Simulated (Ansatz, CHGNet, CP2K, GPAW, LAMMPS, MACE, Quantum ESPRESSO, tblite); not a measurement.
# Which run comes nearest? Liquid Na(Cl,I) at 1300 K (64 atoms)

Density of this cell: 2.04 g/cm³. The cell holds 64 atoms: 32 Na, 17 Cl and 15 I. Cell: a = 13.814 Å, b = 13.814 Å, c = 13.814 Å, α = 90.0°, β = 90.0°, γ = 90.0°. 64 atoms (32 Na, 17 Cl, 15 I) placed at random at 2.04 g/cm³, melted at 1800 K for 10 ps at fixed volume with the Lennard-Jones and Coulomb ion parameters for SPC/E (Joung and Cheatham, J. Phys. Chem. B 112, 9020 (2008)), full charges. Snapshot at the end of a hold of 20 ps at 1300 K and fixed volume.

Geometry: as built.

The reference, a calculation:

- method: Kohn-Sham DFT, PBE, PAW, plane waves (Ansatz 0.2.0); cutoff 420 eV, Γ point, fermi-dirac smearing of 0.05 eV; PAW set soft_2
- r.m.s. force component: 0.2445 eV/Å
- longest force: 0.7452 eV/Å
- pressure: -0.9232 GPa
- gap (highest filled to lowest empty level): 1.982 eV
- SCF cycles: 8
- time: 39 s on 4 threads of Arm Neoverse V1, shared host
- CPU time: 2.5 min

Runs, in no order:
A. GPAW PBE, LCAO dzp, h 0.2 Å: Kohn-Sham DFT, PBE, PAW, atomic orbitals (dzp)
B. CHGNet 0.3.0 potential: machine-learned interatomic potential CHGNet 0.3.0, trained on PBE(+U) plane-wave data
C. tblite GFN1-xTB: GFN1-xTB tight binding, diagonalisation
D. QE PBE, gbrv-1.5, 40/200 Ry: Kohn-Sham DFT, PBE, GBRV 1.5 ultrasoft pseudopotentials, plane waves
E. GPAW RPBE, LCAO dzp, h 0.2 Å: Kohn-Sham DFT, RPBE, PAW, atomic orbitals (dzp)

**Question.** Rank the runs by how far their forces lie from the reference's, least first.

D, A, E, B, C.

```
                            run  Δ force, r.m.s. (meV/Å)  share of r.m.s. force (%)  CPU time
 D. QE PBE, gbrv-1.5, 40/200 Ry                     5.25                       2.15    11 min
 A. GPAW PBE, LCAO dzp, h 0.2 Å                     28.5                       11.7   4.2 min
E. GPAW RPBE, LCAO dzp, h 0.2 Å                     51.6                       21.1   4.2 min
      B. CHGNet 0.3.0 potential                     75.7                       31.0       4 s
             C. tblite GFN1-xTB                      121                       49.5     2.7 s
```

Periodic xTB results under one method name differ between programs and library versions. Machine-learned potentials mimic data converged in k, so the reference's own k-point error enters their differences. The network of bonds at the start is that of the classical potential that made the cell, and needn't be the one that DFT or experiment would give. The electronic-structure runs sample only Γ, in a cell whose shortest periodic width is 14 Å.

[Logs are printed without paths, hosts, clocks, repeated set-up lines and the standing remarks that a program may print on its own settings, such as how far it seeks lower states.]

[Hosts, paths, dates, database ids (printed as entryN), source tags and the programs' standing remarks are cut or masked in the printed files.]
